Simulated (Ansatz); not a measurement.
# Resistivity from frozen vibrations: Al(111) with 4 thermally displaced layers, 2x2

Aim: the resistivity of Al at 900 K from frozen thermal displacements between perfect leads.

Main program and level: Ansatz 0.2.0; Ansatz plane-wave DFT, PBE, PAW files; ballistic transport by layer matching (Landauer), zero bias; PAW set soft_1.

## (1) The starting structure

The cell holds 40 atoms: 40 Al. Cell: a = 5.725 Å, b = 5.725 Å, c = 23.429 Å, α = 93.5°, β = 86.5°, γ = 120.0°. It derives from Al. Regions: lead, 24 atoms (24 Al); scattering region, 16 atoms (16 Al). The structure is stacked along c, and the current runs across the ab planes.

## (2) With 4 displaced layers

Each atom of 4 layers is moved at random, by amounts drawn from a normal law 0.1633 Å wide in each direction from the Debye model (428 K) at 900 K. The layers about the cell's end stay perfect and serve as the lead. Disorder leaves little or no symmetry, which makes such runs dear. Energies from -0.05 to 0.05 eV in steps of 0.05 eV are too few for the program's thermal sum, so it prints no conductance; for a metal the transmission near the Fermi level serves, at a fraction of the cost.

input.yaml reads:

```yaml
crystal:
  lattice:
    - [5.7246940741, 0.0, 0.0]
    - [-2.862347037, 4.957730497, 0.0]
    - [1.4311735185, -0.8262884162, 23.3709656917]
  atoms:
    - { symbol: Al, position: [0.9916666667, 0.0083333333, 0.05] }
    - { symbol: Al, position: [0.9916666667, 0.5083333333, 0.05] }
    - { symbol: Al, position: [0.4916666667, 0.0083333333, 0.05] }
    - { symbol: Al, position: [0.4916666667, 0.5083333333, 0.05] }
    - { symbol: Al, position: [0.1416666667, 0.3583333333, 0.15] }
    - { symbol: Al, position: [0.1416666667, 0.8583333333, 0.15] }
    - { symbol: Al, position: [0.6416666667, 0.3583333333, 0.15] }
    - { symbol: Al, position: [0.6416666667, 0.8583333333, 0.15] }
    - { symbol: Al, position: [0.2916666667, 0.2083333333, 0.25] }
    - { symbol: Al, position: [0.2916666667, 0.7083333333, 0.25] }
    - { symbol: Al, position: [0.7916666667, 0.2083333333, 0.25] }
    - { symbol: Al, position: [0.7916666667, 0.7083333333, 0.25] }
    - { symbol: Al, position: [0.8834883369, 0.0171600051, 0.3409009725] }
    - { symbol: Al, position: [0.9496043491, 0.6041380898, 0.3388115289] }
    - { symbol: Al, position: [0.4897981077, 0.0995018143, 0.3475163764] }
    - { symbol: Al, position: [0.4280335142, 0.5752978789, 0.3584861834] }
    - { symbol: Al, position: [0.1659830918, 0.4395632423, 0.4611362692] }
    - { symbol: Al, position: [0.0664278249, 0.8775362926, 0.4379838466] }
    - { symbol: Al, position: [0.552547824, 0.3965875516, 0.4513484651] }
    - { symbol: Al, position: [0.5677709115, 0.9350929981, 0.4492799912] }
    - { symbol: Al, position: [0.2083917928, 0.2354798979, 0.5641186637] }
    - { symbol: Al, position: [0.2328171103, 0.7276471347, 0.5433344715] }
    - { symbol: Al, position: [0.7831808469, 0.2406682726, 0.558305543] }
    - { symbol: Al, position: [0.742411922, 0.6833470479, 0.5594393383] }
    - { symbol: Al, position: [0.8685004105, 0.0719917534, 0.6462001419] }
    - { symbol: Al, position: [0.9133293345, 0.6211466272, 0.6529730914] }
    - { symbol: Al, position: [0.3903048809, 0.1522121481, 0.660495471] }
    - { symbol: Al, position: [0.4582528157, 0.6434918204, 0.6632356833] }
    - { symbol: Al, position: [0.0416666667, 0.4583333333, 0.75] }
    - { symbol: Al, position: [0.0416666667, 0.9583333333, 0.75] }
    - { symbol: Al, position: [0.5416666667, 0.4583333333, 0.75] }
    - { symbol: Al, position: [0.5416666667, 0.9583333333, 0.75] }
    - { symbol: Al, position: [0.1916666667, 0.3083333333, 0.85] }
    - { symbol: Al, position: [0.1916666667, 0.8083333333, 0.85] }
    - { symbol: Al, position: [0.6916666667, 0.3083333333, 0.85] }
    - { symbol: Al, position: [0.6916666667, 0.8083333333, 0.85] }
    - { symbol: Al, position: [0.8416666667, 0.1583333333, 0.95] }
    - { symbol: Al, position: [0.8416666667, 0.6583333333, 0.95] }
    - { symbol: Al, position: [0.3416666667, 0.1583333333, 0.95] }
    - { symbol: Al, position: [0.3416666667, 0.6583333333, 0.95] }
kpoints:
  mp_grid: { grid: [5, 5, 1] }
hamiltonian:
  xc: pbe
  pseudopotentials: { kind: paw, azcp: { folder: soft_1 } }
scf:
  occupations: { method: fermi_dirac, width: 0.1 }
output:
  transmission:
    leads: [[0, 4]]
    kmesh: [10, 10]
    e_range: [-0.05, 0.05]
    de: 0.05
  write_potential: true
  write_density: true
  volumetric_format: npy
```

Command:

```bash
> ansatz run input.yaml --threads 4 --pin off --max-ram 15360MiB --backend cpu --events-out ev --progress --plain --runs-dir out
```

Numbers of over 12 decimals in the logs are rounded to 6 here.

The log of the run:

```text
Engine: ansatz 0.2.0, aarch64-unknown-linux-gnu
Pseudopotentials: kind: paw
Pseudopotential: Al, paw, valence charge 3, recommended cutoff 420 eV (normal), soft_1/Al.paw.azcp
Functional definition: PBE
  parameter kappa = 0.804
  parameter beta = 0.066725
  exchange = pbe_x(kappa = kappa, mu = beta*pi^2/3)
  correlation = pbe_c(beta = beta)
Crystal: 40 atoms, lattice volume = 663.303 Å³
Basis set: ecut = 420 eV, 13043 PW (Γ)
Bands: 100, of which v1, the nominal top of the filled ones, is band 60 counted from 1 (59 counted from 0)
Symmetry: 1 space group operations
Space group: P1 (ITA 1), of the structure as read, at distance tolerance 8.7e-5 Å
k-points: 13 of 25 (time reversal used)
Non-local potential: Al, projectors of the file, l = 0: 2, l = 1: 2, l = 2: 1
PAW form: soft (Blöchl's): semilocal exchange-correlation on the pseudo side does not see the compensation charge
PAW one-centre angular grid: Al, 110 points (default); XC on 64 Gauss nodes
Initial density: superposition of atomic densities (chi_scale 0.1, normalization cell)
Initial wavefunctions: pseudopotential atomic-orbital guess
Functional: x = pbe(κ = 0.804, μ = 0.219515), c = pbe(β = 0.066725)
SCF iter   1: F=—  HF=-21498.614300 eV  |F-HF|=—  |Δ(HF+E_count)|=         —  Δρ=2.55e-2  dr2=8.16e0  ethr=3.10e-3  ⟨swp⟩=6.8  Hψ=6239  notcnv=0  defer=30
preconditioner: auto → Kerker (q_TF=auto, 2.052 Å⁻¹)  [metal: Δε(μ)=0.006 eV  Ē_g=6.749 eV  σ=0.100 eV  W_gap=0.02  n_scr=86 (ndim 8)  ℏωp=15.8 eV  f_vac=0.000  D(μ)=18.14/eV (n_scr^D=110)]
SCF iter   2: F=—  HF=-21497.397608 eV  |F-HF|=—  |Δ(HF+E_count)|=    1.22e0  Δρ=1.63e-2  dr2=2.64e0  ethr=3.10e-3  ⟨swp⟩=1.4  Hψ=1511  notcnv=0  defer=61
SCF iter   3: F=—  HF=-21496.381612 eV  |F-HF|=—  |Δ(HF+E_count)|=    1.02e0  Δρ=2.13e-3  dr2=5.34e-2  ethr=2.20e-3  ⟨swp⟩=3.0  Hψ=2176  notcnv=0  defer=108
SCF iter   4: F=—  HF=-21496.364646 eV  |F-HF|=—  |Δ(HF+E_count)|=   1.70e-2  Δρ=3.24e-4  dr2=2.26e-3  ethr=4.45e-5  ⟨swp⟩=1.0  Hψ=1209  notcnv=0  defer=115
SCF iter   5: F=—  HF=-21496.364152 eV  |F-HF|=—  |Δ(HF+E_count)|=   4.94e-4  Δρ=6.11e-5  dr2=6.21e-5  ethr=1.88e-6  ⟨swp⟩=1.2  Hψ=1189  notcnv=0  defer=115
SCF iter   6: F=—  HF=-21496.364151 eV  |F-HF|=—  |Δ(HF+E_count)|=   6.73e-7  Δρ=9.52e-6  dr2=1.35e-6  ethr=5.17e-8  ⟨swp⟩=2.5  Hψ=2124  notcnv=0  defer=115
SCF iter   7: F=-21496.364151 eV  HF=-21496.364151 eV  |F-HF|=5.48e-8  |Δ(HF+E_count)|=   2.86e-7  Δρ=1.83e-6  dr2=7.42e-8  ethr=8.33e-11  ⟨swp⟩=13.9  Hψ=5472  notcnv=0
SCF 1 converged in 7 iterations: F = -21496.364151 eV  dr2 = 7.42e-8
  greatest PAW one-centre occupation: 0.474 electrons in one spin orbital (limit 2), on the Al atom at site 16 (counted from 0), in its partial waves of l = 0
transmission: 159 of 1508 steps passed
transmission: 306 of 1508 steps passed
[...]
transmission: 1508 of 1508 steps passed
SCF converged after 7 iterations
Free energy (F): -21496.364151 eV
Harris-Foulkes:  -21496.364151 eV  (|F-HF|=5.48e-8)
Internal energy: -21495.747724 eV  (E = F + TS)
E sigma→0 (E₀):  -21496.055937 eV
Entropy (-TS):   -0.616427 eV (-15.411 meV/atom)
Fermi energy:    7.884071 eV
--- Per-component energies (eV) ---
  E_band       = 411.078132
  E_kinetic    = 907.175711
  E_local      = 363.998369  (includes V_loc(G=0)·N_el)
  E_nonlocal   = 405.740715
  E_hartree    = 22.368706
  E_xc         = -1509.244195
  E_vxc        = -1168.762100  (∫ρ·V_xc dr)
  E_paw        = -18778.520075  (= ΣΔE_a)
  E_vpaw       = -141.811806  (= ΣTr[D̂ρ^β])
  E_aug_tail   = -0.000083  (compensation charges beyond the density's cutoff)
  E_ewald      = -2907.266872
  E_smearing   = -0.616427  (= −TS)
  E_closure    = 0.000000  (closes the sum)
  Σ components = -21496.364151   (vs F -21496.364151, Δ=0.00e0)
--- Band table (eV; the first three rows and the last of 13) ---
  k-point 0: bands = [... 56 lower, 6.3541, 6.6489, 6.6827, 6.7359, 6.8546, 7.0625, 7.0794, 7.1609, ... 36 higher]
  k-point 1: bands = [... 56 lower, 6.7609, 6.9024, 7.0035, 7.1871, 7.3481, 7.4011, 7.4400, 7.6029, ... 36 higher]
  k-point 2: bands = [... 56 lower, 7.7630, 7.8688, 7.9710, 8.0469, 8.1166, 8.1717, 8.2075, 8.2885, ... 36 higher]
  k-point 12: bands = [... 56 lower, 7.4664, 7.5608, 7.7231, 7.8632, 7.9762, 7.9923, 8.0452, 8.1411, ... 36 higher]
--- Transmission ---
  basis      : 253 plane waves across, 29 finite elements along
  points     : 52, standing for a mesh of 10 x 10
  energies   : 3 from -0.050000 to 0.050000 eV about the Fermi level, 0.050000 eV apart; the leads are filled to 0.000000 eV, and channels, transmission and decay are at 0.000000 eV
  crystal 0  : Al4, at the sites [0, 4], period 2.3371 Å, over 14.02 Å; its Hamiltonian steps by up to 20.0 meV
    offset         : up to 0.0000 Å between an atom of the period and one for which it stands
    channels       : 5.410000e0 a spin
    conductance    : none, the energies end too early or step too widely for 300 K: set another output.transmission.e_range or a lower de, or, where they end at an eighth of basis.ecutwfc, a higher one
  junction   : crystal 0 to crystal 0, 0.70 to 21.73 Å
    transmission   : 4.468628e0 a spin
    conductance    : none, the energies end too early or step too widely for 300 K: set another output.transmission.e_range or a lower de, or, where they end at an eighth of basis.ecutwfc, a higher one
```

It took 11 min on 4 threads of Arm Neoverse N1, shared host; peak memory 1.7 GiB.

In the SCF lines HF is the Harris–Foulkes energy and dr2 the Hartree energy of the density residual, in eV; the loop may stop once dr2 is under the threshold and the program's other checks hold. Hψ counts applications of the Hamiltonian.

Numbers from this step:

```
free energy                                    : -21496.3642 eV
energy at zero smearing                        : -21496.0559 eV
Fermi energy                                   : 7.884 eV
cell area                                      : 28.38 Å²
transmission per spin nearest the Fermi level  : 4.469
open channels per spin nearest the Fermi level : 5.41
step of the lead's potential                   : 20 meV
```

Per spin. The transmission, zone mean by energy, zero at the Fermi level:

```csv
energy (eV),"transmission, zone mean"
-0.0500,4.38
0.0000,4.47
0.0500,4.55
```

Per spin. Open channels, zone mean, lead against energy, zero at the Fermi level:

```csv
energy (eV),"open channels, zone mean, lead"
-0.0500,5.29
0.0000,5.41
0.0500,5.59
```

Transmission over k1 and k2. At 0.0000 eV from the Fermi level.

Values, 10 rows by 10 columns:
```
3.89 4.11 4.04 2.99 4.20 4.49 3.82 2.74 3.42 2.87
3.72 4.53 3.88 6.10 6.12 3.87 4.54 3.37 3.47 3.42
3.24 3.83 6.22 6.16 6.01 6.28 6.30 3.33 2.97 2.81
4.36 4.84 6.27 5.88 5.55 5.58 5.98 6.31 4.83 4.07
3.46 4.25 4.24 6.16 5.55 6.55 5.55 6.16 4.24 4.25
4.36 4.07 4.83 6.31 5.98 5.58 5.55 5.88 6.27 4.84
3.24 2.81 2.97 3.33 6.30 6.28 6.01 6.16 6.22 3.83
3.72 3.42 3.47 3.37 4.54 3.87 6.12 6.10 3.88 4.53
3.89 2.87 3.42 2.74 3.82 4.49 4.20 2.99 4.04 4.11
3.16 4.03 3.21 3.48 3.99 3.03 3.99 3.48 3.21 4.03
```
Columns: k1 (b1) from -0.5 to 0.4; rows upwards: k2 (b2) from -0.5 to 0.4.

Open channels over k1 and k2. At 0.0000 eV from the Fermi level.

Ten even steps from '0' (3.00) to '9' (7.00):
```
5775775020
2759957222
2599999520
5799779975
2759797957
5579977997
2025999995
2222759957
5020577577
2522525225
```
Columns: k1 (b1) from -0.5 to 0.4; rows upwards: k2 (b2) from -0.5 to 0.4.

Over the solved energies the transmission per spin lies between 4.38 and 4.55, out of 5.43 channels of the lead on average (up to 5.59).

## (3) With 8 displaced layers

Each atom of 8 layers is moved at random, by amounts drawn from a normal law 0.1633 Å wide in each direction from the Debye model (428 K) at 900 K. A fresh draw is used; the growth of the resistance with length is what counts.

System of this step: Al(111) with 8 thermally displaced layers, 2x2. The cell holds 56 atoms: 56 Al. Cell: a = 5.725 Å, b = 5.725 Å, c = 32.761 Å, α = 87.5°, β = 92.5°, γ = 120.0°. It derives from Al. Regions: lead, 24 atoms (24 Al); scattering region, 32 atoms (32 Al). The structure is stacked along c, and the current runs across the ab planes.

input.yaml reads:

```yaml
crystal:
  lattice:
    - [5.7246940741, 0.0, 0.0]
    - [-2.862347037, 4.957730497, 0.0]
    - [-1.4311735185, 0.8262884162, 32.7193519684]
  atoms:
    - { symbol: Al, position: [0.005952381, 0.994047619, 0.0357142857] }
    - { symbol: Al, position: [0.005952381, 0.494047619, 0.0357142857] }
    - { symbol: Al, position: [0.505952381, 0.994047619, 0.0357142857] }
    - { symbol: Al, position: [0.505952381, 0.494047619, 0.0357142857] }
    - { symbol: Al, position: [0.1845238095, 0.3154761905, 0.1071428571] }
    - { symbol: Al, position: [0.1845238095, 0.8154761905, 0.1071428571] }
    - { symbol: Al, position: [0.6845238095, 0.3154761905, 0.1071428571] }
    - { symbol: Al, position: [0.6845238095, 0.8154761905, 0.1071428571] }
    - { symbol: Al, position: [0.3630952381, 0.1369047619, 0.1785714286] }
    - { symbol: Al, position: [0.3630952381, 0.6369047619, 0.1785714286] }
    - { symbol: Al, position: [0.8630952381, 0.1369047619, 0.1785714286] }
    - { symbol: Al, position: [0.8630952381, 0.6369047619, 0.1785714286] }
    - { symbol: Al, position: [0.1137260597, 0.9807966814, 0.2543976641] }
    - { symbol: Al, position: [0.0680731701, 0.4757777249, 0.2543082419] }
    - { symbol: Al, position: [0.4879920175, 0.9472624932, 0.2524347735] }
    - { symbol: Al, position: [0.4591288234, 0.4095250226, 0.2579078425] }
    - { symbol: Al, position: [0.1826908162, 0.2641555361, 0.3233006991] }
    - { symbol: Al, position: [0.1920554827, 0.751838777, 0.3188529948] }
    - { symbol: Al, position: [0.6986269895, 0.2605129005, 0.3223387061] }
    - { symbol: Al, position: [0.7733766745, 0.7901461203, 0.329537584] }
    - { symbol: Al, position: [0.4341653377, 0.1282409697, 0.3957850336] }
    - { symbol: Al, position: [0.3974790991, 0.6148261864, 0.3943689936] }
    - { symbol: Al, position: [0.8798841523, 0.1253554373, 0.3957403907] }
    - { symbol: Al, position: [0.8979330771, 0.584986567, 0.3797145674] }
    - { symbol: Al, position: [0.1162706639, 0.9221146704, 0.453418768] }
    - { symbol: Al, position: [0.08496635, 0.3990114184, 0.4677138809] }
    - { symbol: Al, position: [0.5933496462, 0.9597849435, 0.4654507193] }
    - { symbol: Al, position: [0.588846945, 0.4265341381, 0.4704274173] }
    - { symbol: Al, position: [0.2389414307, 0.2822380437, 0.539151951] }
    - { symbol: Al, position: [0.2397283306, 0.7443420792, 0.5334858829] }
    - { symbol: Al, position: [0.7725663578, 0.2755848012, 0.5323240536] }
    - { symbol: Al, position: [0.7931726699, 0.7745014262, 0.5388946653] }
    - { symbol: Al, position: [0.4784953549, 0.0625293031, 0.6106007358] }
    - { symbol: Al, position: [0.5055767507, 0.5665317192, 0.6064482908] }
    - { symbol: Al, position: [0.9437952401, 0.0853129064, 0.6040575365] }
    - { symbol: Al, position: [0.8977592308, 0.5085498955, 0.6019051649] }
    - { symbol: Al, position: [0.0644940256, 0.8490646662, 0.6763547588] }
    - { symbol: Al, position: [0.1254648992, 0.3753843038, 0.6719676617] }
    - { symbol: Al, position: [0.621632033, 0.8936538633, 0.6715757321] }
    - { symbol: Al, position: [0.5991257709, 0.3520768503, 0.6754149827] }
    - { symbol: Al, position: [0.2834422487, 0.2360363957, 0.7458772697] }
    - { symbol: Al, position: [0.2863332752, 0.7134347846, 0.7551469126] }
    - { symbol: Al, position: [0.809512178, 0.1737341106, 0.7559063939] }
    - { symbol: Al, position: [0.8206922692, 0.7467904182, 0.755252619] }
    - { symbol: Al, position: [0.4702380952, 0.0297619048, 0.8214285714] }
    - { symbol: Al, position: [0.4702380952, 0.5297619048, 0.8214285714] }
    - { symbol: Al, position: [0.9702380952, 0.0297619048, 0.8214285714] }
    - { symbol: Al, position: [0.9702380952, 0.5297619048, 0.8214285714] }
    - { symbol: Al, position: [0.1488095238, 0.8511904762, 0.8928571429] }
    - { symbol: Al, position: [0.1488095238, 0.3511904762, 0.8928571429] }
    - { symbol: Al, position: [0.6488095238, 0.8511904762, 0.8928571429] }
    - { symbol: Al, position: [0.6488095238, 0.3511904762, 0.8928571429] }
    - { symbol: Al, position: [0.3273809524, 0.1726190476, 0.9642857143] }
    - { symbol: Al, position: [0.3273809524, 0.6726190476, 0.9642857143] }
    - { symbol: Al, position: [0.8273809524, 0.1726190476, 0.9642857143] }
    - { symbol: Al, position: [0.8273809524, 0.6726190476, 0.9642857143] }
kpoints:
  mp_grid: { grid: [5, 5, 1] }
hamiltonian:
  xc: pbe
  pseudopotentials: { kind: paw, azcp: { folder: soft_1 } }
scf:
  occupations: { method: fermi_dirac, width: 0.1 }
output:
  transmission:
    leads: [[0, 4]]
    kmesh: [10, 10]
    e_range: [-0.05, 0.05]
    de: 0.05
  write_potential: true
  write_density: true
  volumetric_format: npy
```

The log of the run:

```text
[...]
Crystal: 56 atoms, lattice volume = 928.624 Å³
Basis set: ecut = 420 eV, 18271 PW (Γ)
Bands: 140, of which v1, the nominal top of the filled ones, is band 84 counted from 1 (83 counted from 0)
Symmetry: 1 space group operations
[...]
k-points: 13 of 25 (time reversal used)
[...]
SCF iter   1: F=—  HF=-30097.057034 eV  |F-HF|=—  |Δ(HF+E_count)|=         —  Δρ=2.69e-2  dr2=2.27e1  ethr=3.10e-3  ⟨swp⟩=6.7  Hψ=8744  notcnv=0  defer=37
[...]
SCF iter   8: F=-30093.106675 eV  HF=-30093.106675 eV  |F-HF|=3.82e-9  |Δ(HF+E_count)|=   1.51e-8  Δρ=4.76e-7  dr2=5.71e-9  ethr=4.63e-11  ⟨swp⟩=1.0  Hψ=3527  notcnv=0
SCF 1 converged in 8 iterations: F = -30093.106675 eV  dr2 = 5.71e-9
[...]
transmission: 222 of 2132 steps passed
transmission: 432 of 2132 steps passed
[...]
transmission: 2132 of 2132 steps passed
SCF converged after 8 iterations
Free energy (F): -30093.106675 eV
[...]
Internal energy: -30092.226495 eV  (E = F + TS)
E sigma→0 (E₀):  -30092.666585 eV
Entropy (-TS):   -0.880180 eV (-15.717 meV/atom)
Fermi energy:    7.897001 eV
[...]
--- Band table (eV; the first three rows and the last of 13) ---
  k-point 0: bands = [... 80 lower, 6.5158, 6.5799, 6.6511, 7.0075, 7.0289, 7.0852, 7.1189, 7.2209, ... 52 higher]
  k-point 1: bands = [... 80 lower, 6.9407, 6.9945, 7.0698, 7.1502, 7.2676, 7.4692, 7.5875, 7.6759, ... 52 higher]
  k-point 2: bands = [... 80 lower, 7.8838, 7.9320, 7.9971, 8.0340, 8.1089, 8.1474, 8.2067, 8.2279, ... 52 higher]
  k-point 12: bands = [... 80 lower, 7.7347, 7.7747, 7.8466, 7.8848, 7.9268, 7.9572, 8.0082, 8.0499, ... 52 higher]
--- Transmission ---
  basis      : 253 plane waves across, 41 finite elements along
  points     : 52, standing for a mesh of 10 x 10
[...]
channels       : 5.490000e0 a spin
[...]
junction   : crystal 0 to crystal 0, 0.70 to 31.08 Å
    transmission   : 3.994264e0 a spin
[...]
```

Elapsed: 17 min, on 4 threads; peak memory 3.1 GiB; 55 min of CPU time.

This step gave:

```yaml
free_energy: -30093.1067 eV
energy_at_zero_smearing: -30092.6666 eV
fermi_energy: 7.897 eV
transmission_per_spin_nearest_the_fermi_level: 3.994
open_channels_per_spin_nearest_the_fermi_level: 5.49
step_of_the_lead_s_potential: 11.9 meV
```

Per spin. Transmission, zone mean against energy, zero at the Fermi level:

```csv
energy (eV),"transmission, zone mean"
-0.0500,3.75
0.0000,3.99
0.0500,4.06
```

Over the solved energies the transmission per spin lies between 3.75 and 4.06, out of 5.42 channels of the lead on average (up to 5.59).

(Continued in part 2 of 2.)

[Logs are printed without paths, hosts, clocks, repeated set-up lines and the standing remarks that a program may print on its own settings, such as how far it seeks lower states.]

[Hosts, paths, dates, database ids (printed as entryN), source tags and the programs' standing remarks are cut or masked in the printed files.]
